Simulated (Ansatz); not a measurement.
**Twisted Ti2CO2 MXene bilayer, 21.79° (70 atoms): support functions against a reference**

Wanted: errors and times of a linear-scaling basis for twisted Ti2CO2 MXene bilayer, 21.79° (70 atoms). A setting counts as converged where the r.m.s. difference of forces stays under 1 % of the r.m.s. force.

Calculated with Ansatz 0.2.0; Kohn-Sham DFT, PBE+D4, PAW (set soft_2), plane waves.

### 1. The system as given

The cell holds 70 atoms: 14 C, 28 Ti and 28 O. Its edges and angles: a = 8.017 Å, b = 8.017 Å, c = 23.630 Å, α = 90.0°, β = 90.0°, γ = 120.0°. It derives from Ti2CO2 (Ti2CO2 MXene). Ti2CO2 MXene (a = 3.03 Å) under Ti2CO2 MXene (a = 3.03 Å), bilayer, commensurate cell of 7 unit cells a layer, twist 21.79 deg; facing planes 2.75 Å apart; 12 Å of vacuum; layers as built, displaced by a Gaussian of 0.01 Å. Regions: layer 1, 35 atoms (7 C, 14 Ti and 14 O); layer 2, 35 atoms (7 C, 14 Ti and 14 O). Vacuum lies along c.

Before any run, some limits are plain. Beside vacuum, support functions can miss their usual error bounds without a warning. The main run has no spin polarisation, so moments on Ti can't form in it, and no Hubbard term.

### 2. Plane-wave single point

The first run fixes the reference, at a cutoff of 420 eV.

input.yaml

```yaml
crystal:
  lattice:
    - [8.0166, 0.0, 0.0]
    - [-4.0083, 6.94258, 0.0]
    - [0.0, 0.0, 23.63]
  atoms:
    - { symbol: C, position: [0.99746, 0.99652, 0.34814] }
    - { symbol: Ti, position: [0.18938, 0.2367, 0.40296] }
    - { symbol: Ti, position: [0.23949, 0.05155, 0.29185] }
    - { symbol: O, position: [0.24032, 0.04828, 0.44232] }
    - { symbol: O, position: [0.19151, 0.23875, 0.25472] }
    - { symbol: C, position: [0.14183, 0.42845, 0.3474] }
    - { symbol: Ti, position: [0.33401, 0.66912, 0.40333] }
    - { symbol: Ti, position: [0.38277, 0.47708, 0.29206] }
    - { symbol: O, position: [0.38234, 0.47754, 0.44124] }
    - { symbol: O, position: [0.33212, 0.66501, 0.25418] }
    - { symbol: C, position: [0.28475, 0.85535, 0.34771] }
    - { symbol: Ti, position: [0.47625, 0.09644, 0.40342] }
    - { symbol: Ti, position: [0.52304, 0.90528, 0.29239] }
    - { symbol: O, position: [0.5227, 0.90463, 0.44183] }
    - { symbol: O, position: [0.47696, 0.09464, 0.25367] }
    - { symbol: C, position: [0.42959, 0.28673, 0.34694] }
    - { symbol: Ti, position: [0.61838, 0.52245, 0.40343] }
    - { symbol: Ti, position: [0.66572, 0.33383, 0.29221] }
    - { symbol: O, position: [0.66715, 0.33375, 0.44217] }
    - { symbol: O, position: [0.6197, 0.524, 0.25372] }
    - { symbol: C, position: [0.57216, 0.71622, 0.34805] }
    - { symbol: Ti, position: [0.76341, 0.95058, 0.40347] }
    - { symbol: Ti, position: [0.80879, 0.76164, 0.2926] }
    - { symbol: O, position: [0.81095, 0.76162, 0.44137] }
    - { symbol: O, position: [0.76083, 0.95236, 0.25396] }
    - { symbol: C, position: [0.71311, 0.14339, 0.34837] }
    - { symbol: Ti, position: [0.90562, 0.38338, 0.40393] }
    - { symbol: Ti, position: [0.95149, 0.19273, 0.29244] }
    - { symbol: O, position: [0.95299, 0.18879, 0.44192] }
    - { symbol: O, position: [0.90655, 0.38173, 0.2539] }
    - { symbol: C, position: [0.8605, 0.57125, 0.34842] }
    - { symbol: Ti, position: [0.04656, 0.808, 0.40334] }
    - { symbol: Ti, position: [0.09659, 0.62017, 0.29222] }
    - { symbol: O, position: [0.09547, 0.61888, 0.44177] }
    - { symbol: O, position: [0.0488, 0.81049, 0.25331] }
    - { symbol: C, position: [0.14182, 0.71295, 0.65173] }
    - { symbol: Ti, position: [0.37864, 0.90244, 0.70739] }
    - { symbol: Ti, position: [0.33127, 0.66726, 0.59637] }
    - { symbol: O, position: [0.33151, 0.66533, 0.74547] }
    - { symbol: O, position: [0.38042, 0.90522, 0.55876] }
    - { symbol: C, position: [0.00233, 0.0018, 0.65176] }
    - { symbol: Ti, position: [0.23955, 0.19121, 0.7082] }
    - { symbol: Ti, position: [0.18997, 0.9519, 0.59694] }
    - { symbol: O, position: [0.19005, 0.95153, 0.74667] }
    - { symbol: O, position: [0.2368, 0.18805, 0.55869] }
    - { symbol: C, position: [0.28855, 0.42989, 0.65224] }
    - { symbol: Ti, position: [0.52387, 0.61818, 0.70805] }
    - { symbol: Ti, position: [0.47524, 0.38048, 0.59711] }
    - { symbol: O, position: [0.47728, 0.38027, 0.74699] }
    - { symbol: O, position: [0.5242, 0.61858, 0.55895] }
    - { symbol: C, position: [0.57382, 0.85699, 0.65212] }
    - { symbol: Ti, position: [0.80976, 0.04827, 0.70814] }
    - { symbol: Ti, position: [0.7623, 0.8095, 0.59715] }
    - { symbol: O, position: [0.76278, 0.80978, 0.74599] }
    - { symbol: O, position: [0.80954, 0.04619, 0.55828] }
    - { symbol: C, position: [0.43108, 0.14693, 0.65164] }
    - { symbol: Ti, position: [0.66982, 0.33237, 0.70748] }
    - { symbol: Ti, position: [0.61998, 0.09705, 0.59693] }
    - { symbol: O, position: [0.61976, 0.09651, 0.74634] }
    - { symbol: O, position: [0.66575, 0.33166, 0.55849] }
    - { symbol: C, position: [0.7142, 0.56934, 0.65282] }
    - { symbol: Ti, position: [0.95409, 0.76319, 0.70796] }
    - { symbol: Ti, position: [0.90402, 0.52296, 0.59711] }
    - { symbol: O, position: [0.90495, 0.52482, 0.74608] }
    - { symbol: O, position: [0.95367, 0.76313, 0.55762] }
    - { symbol: C, position: [0.85543, 0.28489, 0.65216] }
    - { symbol: Ti, position: [0.0948, 0.47407, 0.7081] }
    - { symbol: Ti, position: [0.04718, 0.23917, 0.59679] }
    - { symbol: O, position: [0.04807, 0.23963, 0.74575] }
    - { symbol: O, position: [0.09621, 0.47869, 0.55864] }
kpoints:
  mp_grid: { grid: [3, 3, 1] }
hamiltonian:
  xc: pbe
  dispersion: d4
scf:
  occupations: { method: gaussian, width: 0.05 }
output:
  forces: true
  populations: intrinsic
  dos:
    method: { smearing: { sigma: 0.1 } }
    de: 0.1
    projected:
      site_lists:
        C: [C]
        O: [O]
        Ti: [Ti]
        layer_1: [0, 1, 2, 3, 4, 5, 6, 7, 8, 9, 10, 11, 12, 13, 14, 15, 16, 17, 18, 19, 20, 21, 22, 23, 24, 25, 26, 27, 28, 29, 30, 31, 32, 33, 34]
        layer_2: [35, 36, 37, 38, 39, 40, 41, 42, 43, 44, 45, 46, 47, 48, 49, 50, 51, 52, 53, 54, 55, 56, 57, 58, 59, 60, 61, 62, 63, 64, 65, 66, 67, 68, 69]
  eigenvalues: true
  write_density: true
  write_potential: true
  volumetric_format: npy
  elf: true
```

Launch:

```sh
$ ansatz run input.yaml --threads 4 --pin off --max-ram 8192MiB --backend cpu --events-out ev --progress --plain --runs-dir out
```

The program printed:

```text
Engine: ansatz 0.2.0, x86_64-unknown-linux-gnu
Pseudopotentials: kind: paw
Pseudopotential: C, paw, valence charge 4, recommended cutoff 420 eV (normal), C.paw.azcp
Pseudopotential: Ti, paw, valence charge 12, recommended cutoff 420 eV (normal), Ti.paw.azcp
Pseudopotential: O, paw, valence charge 6, recommended cutoff 420 eV (normal), O.paw.azcp
Functional definition: PBE
  parameter kappa = 0.804
  parameter beta = 0.066725
  exchange = pbe_x(kappa = kappa, mu = beta*pi^2/3)
  correlation = pbe_c(beta = beta)
Crystal: 70 atoms, lattice volume = 1315.149 Å³
Basis set: ecut = 420 eV, 25825 PW (Γ), exchange–correlation on 108×108×320 points (8 copies of the dense FFT grid, shifted against one another)
Bands: 350, of which v1, the nominal top of the filled ones, is band 280 counted from 1 (279 counted from 0)
Symmetry: 1 space group operations
Space group: P1 (ITA 1), of the structure as read, at distance tolerance 1.1e-4 Å
k-points: 5 of 9 (time reversal used)
Non-local potential: C, projectors of the file, l = 0: 2, l = 1: 2, l = 2: 1
Non-local potential: Ti, projectors of the file, l = 0: 3, l = 1: 2, l = 2: 3, l = 3: 1
Non-local potential: O, projectors of the file, l = 0: 2, l = 1: 2, l = 2: 1
PAW form: soft (Blöchl's): semilocal exchange-correlation on the pseudo side does not see the compensation charge
PAW one-centre angular grid: C, 110 points (default); XC on 64 Gauss nodes
PAW one-centre angular grid: Ti, 590 points (default); XC on 64 Gauss nodes
PAW one-centre angular grid: O, 110 points (default); XC on 64 Gauss nodes
Initial density: superposition of atomic densities (neutral atoms: chi_scale 0, normalization atom), corrected by the library's trained network
Initial wavefunctions: pseudopotential atomic-orbital guess
Functional: x = pbe(κ = 0.804, μ = 0.219515), c = pbe(β = 0.066725)
SCF iter   1: F=—  HF=-89478.860523 eV  |F-HF|=—  |Δ(HF+E_count)|=         —  Δρ=5.18e-3  dr2=5.69e-1  ethr=1.77e-3  ⟨swp⟩=6.2  Hψ=7428  notcnv=0
preconditioner: auto → Resta (q_TF=auto, 2.366 Å⁻¹)  ε∞=5.7  [insulator: Δε(μ)=0.404 eV  Ē_g=8.657 eV  σ=0.050 eV  W_gap=1.00  n_scr=262 (ndim 8)  ℏωp=18.8 eV  f_vac=0.428  D(μ)=0.00/eV (n_scr^D=0)  ε∞_Penn≈5.7  vacuum switching on, ρ_ref=5.4e-3 e/Å³]
SCF iter   2: F=—  HF=-89478.784692 eV  |F-HF|=—  |Δ(HF+E_count)|=   7.58e-2  Δρ=2.99e-3  dr2=1.99e-1  ethr=1.02e-4  ⟨swp⟩=2.0  Hψ=2773  notcnv=0  defer=292
SCF iter   3: F=—  HF=-89478.768948 eV  |F-HF|=—  |Δ(HF+E_count)|=   1.57e-2  Δρ=1.63e-3  dr2=9.16e-2  ethr=3.55e-5  ⟨swp⟩=2.0  Hψ=2163  notcnv=0  defer=292
SCF iter   4: F=—  HF=-89478.766979 eV  |F-HF|=—  |Δ(HF+E_count)|=   1.97e-3  Δρ=9.73e-4  dr2=3.06e-2  ethr=1.64e-5  ⟨swp⟩=2.6  Hψ=2109  notcnv=0  defer=292
SCF iter   5: F=—  HF=-89478.763956 eV  |F-HF|=—  |Δ(HF+E_count)|=   3.02e-3  Δρ=3.69e-4  dr2=3.37e-3  ethr=5.46e-6  ⟨swp⟩=2.8  Hψ=2211  notcnv=0  defer=292
SCF iter   6: F=—  HF=-89478.763396 eV  |F-HF|=—  |Δ(HF+E_count)|=   5.60e-4  Δρ=3.81e-4  dr2=2.89e-3  ethr=6.01e-7  ⟨swp⟩=3.2  Hψ=2442  notcnv=0  defer=292
SCF iter   7: F=—  HF=-89478.762784 eV  |F-HF|=—  |Δ(HF+E_count)|=   6.12e-4  Δρ=1.15e-4  dr2=2.11e-4  ethr=5.16e-7  ⟨swp⟩=2.0  Hψ=2075  notcnv=0  defer=292
SCF iter   8: F=—  HF=-89478.762703 eV  |F-HF|=—  |Δ(HF+E_count)|=   8.07e-5  Δρ=6.94e-5  dr2=8.11e-5  ethr=3.76e-8  ⟨swp⟩=3.0  Hψ=3032  notcnv=0  defer=292
SCF iter   9: F=—  HF=-89478.763072 eV  |F-HF|=—  |Δ(HF+E_count)|=   3.69e-4  Δρ=3.88e-5  dr2=2.73e-5  ethr=1.45e-8  ⟨swp⟩=2.0  Hψ=2583  notcnv=0  defer=282
SCF iter  10: F=—  HF=-89478.763067 eV  |F-HF|=—  |Δ(HF+E_count)|=   5.47e-6  Δρ=1.29e-5  dr2=2.22e-6  ethr=4.87e-9  ⟨swp⟩=2.2  Hψ=2158  notcnv=0  defer=282
SCF iter  11: F=—  HF=-89478.763068 eV  |F-HF|=—  |Δ(HF+E_count)|=   1.61e-6  Δρ=6.84e-6  dr2=1.29e-6  ethr=3.96e-10  ⟨swp⟩=3.4  Hψ=3101  notcnv=0  defer=282
SCF iter  12: F=—  HF=-89478.763069 eV  |F-HF|=—  |Δ(HF+E_count)|=   2.66e-8  Δρ=3.62e-6  dr2=2.49e-7  ethr=2.31e-10  ⟨swp⟩=2.0  Hψ=2052  notcnv=0  defer=282
SCF iter  13: F=-89478.763069 eV  HF=-89478.763069 eV  |F-HF|=1.53e-8  |Δ(HF+E_count)|=   9.12e-8  Δρ=1.84e-6  dr2=7.85e-8  ethr=1.79e-11  ⟨swp⟩=18.0  Hψ=13978  notcnv=0
SCF 1 converged in 13 iterations: F = -89478.763069 eV  dr2 = 7.85e-8
  greatest PAW one-centre occupation: 0.999 electrons in one spin orbital (limit 2), on the Ti atom at site 42 (counted from 0), in its partial waves of l = 0
WARN: The output density's exchange-correlation potential varies sharply where the density is thin. Do not read a vacuum level from v_tot or v_xc, or from such a field of the output density. On a cell that repeats whose density bears no net charge and no dipole along the vacuum's axis use v_es (v_loc + v_h of the components); [...]
SCF converged after 13 iterations
Free energy (F): -89478.763069 eV
Harris-Foulkes:  -89478.763069 eV  (|F-HF|=1.53e-8)
Internal energy: -89478.763069 eV  (E = F + TS)
E sigma→0 (E₀):  -89478.763069 eV
Entropy (-TS):   -0.000000 eV (-0.000 meV/atom)
Fermi energy:    4.451033 eV
--- Per-component energies (eV) ---
  E_band       = -8870.743194
  E_kinetic    = 13778.491469
  E_local      = -396095.733334  (includes V_loc(G=0)·N_el)
  E_nonlocal   = 1827.145972
  E_hartree    = 192166.972877
  E_xc         = -5506.085118
  E_vxc        = -6935.620860  (∫ρ·V_xc dr)
  E_paw        = -35083.262841  (= ΣΔE_a)
  E_vpaw       = -5779.152007  (= ΣTr[D̂ρ^β])
  E_aug_tail   = 0.073422  (compensation charges beyond the density's cutoff)
  E_ewald      = 139446.936563
  E_disp       = -13.302078  (pairwise vdW)
  E_smearing   = -0.000000  (= −TS)
  E_closure    = -0.000000  (closes the sum)
  Σ components = -89478.763069   (vs F -89478.763069, Δ=0.00e0)
--- Forces (eV/Å), atoms counted from 1 ---
  atom   1  C      0.16233725     0.31269111    -0.05919768
  atom   2  Ti    -0.13605210     0.11721766     0.07566273
  atom   3  Ti    -0.00263779    -0.53754872     0.14173281
  atom   4  O     -0.12558535    -0.01539004    -0.43212073
  atom   5  O     -0.06698469    -0.01506736    -0.13550539
  atom   6  C      0.14539384    -0.09222548     0.21387818
  atom   7  Ti     0.13297722    -0.06831076    -0.14693830
  atom   8  Ti    -0.25149065     0.08609047     0.26065451
  atom   9  O     -0.00414055    -0.20116977    -0.18934956
  atom  10  O      0.12282680     0.13263579     0.01168665
  atom  11  C      0.04021812     0.22479743     0.05757152
  atom  12  Ti     0.15929596    -0.23619561    -0.07579860
  atom  13  Ti     0.11924329     0.04488636     0.18392432
  atom  14  O      0.08128762     0.01481617    -0.21504219
[...]
atom  69  O      0.05802793    -0.09202583     0.07997968
  atom  70  O      0.01472161    -0.21668506     0.06783587
  max |Σ_I F_I| component: 1.51e-4 eV/Å
--- Band table (eV; the first three rows and the last of 5) ---
  k-point 0: bands = ["-53.4918", "-53.4574", "-53.4571", "-53.4493", [... 334 levels ...], "6.6900", "6.6989", "6.7072", "6.7120", "6.7210", "6.7374", "6.7446", "6.7511", "6.7544", "6.7628", "6.7750", "6.7783"]
[...]
--- intrinsic populations: 70 sites ---
  site symbol       q [e]
     0      C      4.9429
     1     Ti     10.8911
     2     Ti     10.8820
[...]
69      O      6.6327
  spilling = 0.000000 (of n_electrons = 560.000000)
```

The job ended after 3.1 min (4 threads of Intel Xeon Platinum 8375C at 2.90GHz (Ice Lake), shared host; peak memory 5.1 GiB).

The program notes that it cut back its work space to fit the memory limit and the exchange-correlation potential is rough where the density is thin.

Read from the output:

```
free energy                                      : -89478.7631 eV
free energy per atom                             : -1278.2680 eV/atom
SCF cycles                                       : 13
r.m.s. force component                           : 0.1788 eV/Å
longest force                                    : 0.6056 eV/Å
Fermi energy                                     : 4.451 eV
gap (highest filled to lowest empty level) : 0.3509 eV
potential in mid-vacuum, over the Fermi level    : 5.557 eV
potential 4.5 Å over the upper face              : 5.551 eV
potential 4.5 Å under the lower face             : 5.564 eV
```

The r.m.s. force component of 0.18 eV/Å sets the scale for the differences below.

### 3. Support functions medium

With localised support functions most steps grow linearly with size, though the diagonalisation grows faster unless the density matrix is cut; this run measures error and cost at this size. Besides, the program derives a nominal cutoff of 464 eV for this run, against the reference's 420.

This step: Kohn-Sham DFT, PBE+D4, PAW (set soft_2), localised support functions (medium) (Ansatz 0.2.0).

input.yaml, the sections that differ from step 2:

```yaml
scf:
  occupations: { method: gaussian, width: 0.05 }
  eigensolver: { kind: { support_functions: { accuracy: medium } } }
  mixing: { beta: 0.2 }
  max_iter: 150
output:
  forces: true
# crystal, kpoints, hamiltonian: as in step 2
```

The program printed:

```text
Warning: scf.eigensolver.kind.support_functions: disabling space-group detection — the functions' gradient is summed over unrotated k-points, so no spatial operation reduces the k-mesh or symmetrises the density; time reversal is kept, so that k and −k are solved as one point where they differ and the mesh holds both, and exact exchange and, on two spinor components, a DFT+U term hold to it where the run has them: [...]
Warning: basis.ecutwfc = 464 eV, auto-derived: no grid that the accuracy of the support functions lays serves the files at the lower one that their records recommend; a deck with other species or settings can derive another value
settings of this run that can trade accuracy for cost: scf.eigensolver.kind.support_functions [...]
[...]
Crystal: 70 atoms, lattice volume = 1315.149 Å³
Basis set: ecut = 464 eV, 29753 PW (Γ), exchange–correlation on 120×120×360 points (8 copies of the dense FFT grid, shifted against one another)
Bands: 336, of which v1, the nominal top of the filled ones, is band 280 counted from 1 (279 counted from 0)
Symmetry: 1 space group operations
k-points: 5 of 9 (time reversal used)
[...]
SCF iter   1: F=—  HF=-89560.549888 eV  |F-HF|=—  |Δ(HF+E_count)|=         —  Δρ=1.65e-1  dr2=4.34e2  ethr=1.00e-1
[...]
SCF iter  20: F=—  HF=-89479.056138 eV  |F-HF|=—  |Δ(HF+E_count)|=   5.04e-4  Δρ=2.31e-5  dr2=4.24e-6  ethr=1.28e-9  κ⁻¹=7.8e-5(r=7)
SCF iter  21: F=-89479.056135 eV  HF=-89479.056135 eV  |F-HF|=6.09e-7  |Δ(HF+E_count)|=   2.28e-6  Δρ=7.53e-6  dr2=8.87e-7  ethr=7.57e-10
SCF 1 converged in 21 iterations: F = -89479.068014 eV  dr2 = 8.87e-7
[...]
SCF converged after 21 iterations
Stability not checked: this state was not tested for a lower state beside it, because the mixer in use, unlike msr1, does not test its closes by its own steps (another_mixer; see scf.mixing.algorithm and scf.lower_state_search)
Free energy (F): -89479.068014 eV
[...]
Internal energy: -89479.068014 eV  (E = F + TS)
E sigma→0 (E₀):  -89479.068014 eV
Entropy (-TS):   -0.000000 eV (-0.000 meV/atom)
Fermi energy:    4.451385 eV
[...]
Σ components = -89479.068014   (vs F -89479.068014, Δ=0.00e0)
--- Forces (eV/Å), atoms counted from 1 ---
  atom   1  C      0.16225402     0.31287505    -0.05885393
  atom   2  Ti    -0.13623025     0.11718119     0.07246858
  atom   3  Ti    -0.00306494    -0.53725935     0.14331624
  atom   4  O     -0.12538372    -0.01532781    -0.43208332
[...]
atom  70  O      0.01506545    -0.21658589     0.06821556
  max |Σ_I F_I| component: 1.86e-3 eV/Å
--- Band table (eV; the first three rows and the last of 5) ---
[...]
guard bands above this table: 48 of the run's 336 bands (output.publish_guard_bands: true publishes all)
[...]
```

Wall time 5.4 min (4 threads); peak memory 4.7 GiB; 20 min of CPU time.

The program notes that the band table was not solved further than the SCF left it and it switched symmetry off.

Keys that differ from the reference: support_functions.accuracy = "medium", scf.max_iter = 150 and scf.mixing.beta = 0.2.

Forces differ from the reference by 0.9 meV/Å r.m.s., 0.50 % of their size, within a tolerance of 1 %; the energy by -4.4 meV/atom. It took roughly 1.7 times the reference's time (one timing each, with unlike analyses asked), in 21 cycles against 13.

### 4. Support functions low

With localised support functions most steps grow linearly with size, though the diagonalisation grows faster unless the density matrix is cut; this run measures error and cost at this size.

This step: Kohn-Sham DFT, PBE+D4, PAW (set soft_2), localised support functions (low) (Ansatz 0.2.0).

input.yaml, the sections that differ from step 3:

```yaml
scf:
  occupations: { method: gaussian, width: 0.05 }
  eigensolver: { kind: { support_functions: { accuracy: low } } }
  mixing: { beta: 0.2 }
  max_iter: 150
# crystal, kpoints, hamiltonian, output: as in step 3
```

The program printed:

```text
[...]
Crystal: 70 atoms, lattice volume = 1315.149 Å³
Basis set: ecut = 420 eV, 25825 PW (Γ), exchange–correlation on 120×120×360 points (8 copies of the dense FFT grid, shifted against one another)
Bands: 336, of which v1, the nominal top of the filled ones, is band 280 counted from 1 (279 counted from 0)
Symmetry: 1 space group operations
k-points: 5 of 9 (time reversal used)
[...]
SCF iter   1: F=—  HF=-89560.545106 eV  |F-HF|=—  |Δ(HF+E_count)|=         —  Δρ=1.65e-1  dr2=4.34e2  ethr=1.00e-1
[...]
SCF iter  18: F=—  HF=-89479.054683 eV  |F-HF|=—  |Δ(HF+E_count)|=   6.28e-4  Δρ=4.81e-5  dr2=2.23e-5  ethr=9.94e-9  κ⁻¹=7.8e-6(r=7)
SCF iter  19: F=-89479.055260 eV  HF=-89479.055263 eV  |F-HF|=3.28e-6  |Δ(HF+E_count)|=   5.80e-4  Δρ=2.72e-5  dr2=7.30e-6  ethr=3.97e-9
SCF 1 converged in 19 iterations: F = -89479.067973 eV  dr2 = 7.30e-6
[...]
SCF converged after 19 iterations
[...]
Free energy (F): -89479.067973 eV
[...]
Internal energy: -89479.067973 eV  (E = F + TS)
E sigma→0 (E₀):  -89479.067973 eV
Entropy (-TS):   -0.000000 eV (-0.000 meV/atom)
Fermi energy:    4.451113 eV
[...]
Σ components = -89479.067973   (vs F -89479.067973, Δ=0.00e0)
--- Forces (eV/Å), atoms counted from 1 ---
  atom   1  C      0.16227571     0.31284104    -0.05899477
  atom   2  Ti    -0.13620858     0.11722192     0.07254106
  atom   3  Ti    -0.00307449    -0.53719172     0.14312738
  atom   4  O     -0.12540310    -0.01533280    -0.43202146
[...]
atom  70  O      0.01499487    -0.21664361     0.06810023
  max |Σ_I F_I| component: 1.87e-3 eV/Å
--- Band table (eV; the first three rows and the last of 5) ---
[...]
```

Wall time 4.3 min (4 threads); peak memory 4.6 GiB; 16 min of CPU time.

Keys that differ from the reference: support_functions.accuracy = "low", scf.max_iter = 150 and scf.mixing.beta = 0.2.

Forces differ from the reference by 0.85 meV/Å r.m.s., 0.48 % of their size, within a tolerance of 1 %; the energy by -4.4 meV/atom.

(Continued in part 2 of 3.)

[Long decimals in the printed logs are rounded to 6 places.]

[Logs are printed without paths, hosts, clocks, repeated set-up lines and the standing remarks that a program may print on its own settings, such as how far it seeks lower states.]

[Hosts, paths, dates, database ids (printed as entryN), source tags and the programs' standing remarks are cut or masked in the printed files.]
